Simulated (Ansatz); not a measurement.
Rows from a G0W0 calculation on ZnAs2 (P2_1/c) (Ansatz 0.2.0; G0W0 on r2SCAN, plane waves, PAW; 2×2×2 mesh, 1464 empty bands, screening to 110 eV), in eV. Spin-orbit coupling is left out.

```
row  k  band  start       Σx  Σc at the solution      Vxc
  A  Γ    v3  7.258  -17.232               1.693  -15.241
  B  Γ    c1  8.263   -9.678              -3.469  -13.258
  C  Γ    c3  9.023   -9.537              -3.652  -13.325
  D  Γ    v1  7.769  -17.406               1.376  -15.750
  E  Γ    v2  7.271  -18.275               1.265  -16.785
  F  Γ    c2  8.820   -9.140              -3.417  -12.603
```

Question: Give the quasiparticle energies and the shift of each level.

The quasiparticle equation reads E = start + Σx + Σc(E) − Vxc.

```
row  E (eV)  shift (eV)
  A   6.960      −0.299
  B   8.373      +0.111
  C   9.159      +0.136
  D   7.489      −0.280
  E   7.046      −0.224
  F   8.865      +0.045
```

The gap over the computed points goes from 0.49 eV to 0.88 eV.

Limits: not at the basis limit; no spin-orbit coupling; coarse k mesh.

[Paths, hosts, dates, memory and timing lines, banners, echoed tables and standing remarks are left out of the program output.]

[Logs are printed without paths, hosts, clocks, repeated set-up lines and the standing remarks that a program may print on its own settings, such as how far it seeks lower states.]

[Runs of the session that timed out or met a known fault of the program may be left out.]

[Cells called generated may have been cut or substituted from an entry of the Crystallography Open Database or the Materials Project.]

[Hosts, paths, dates, database ids (printed as entryN), source tags and the programs' standing remarks are cut or masked in the printed files.]
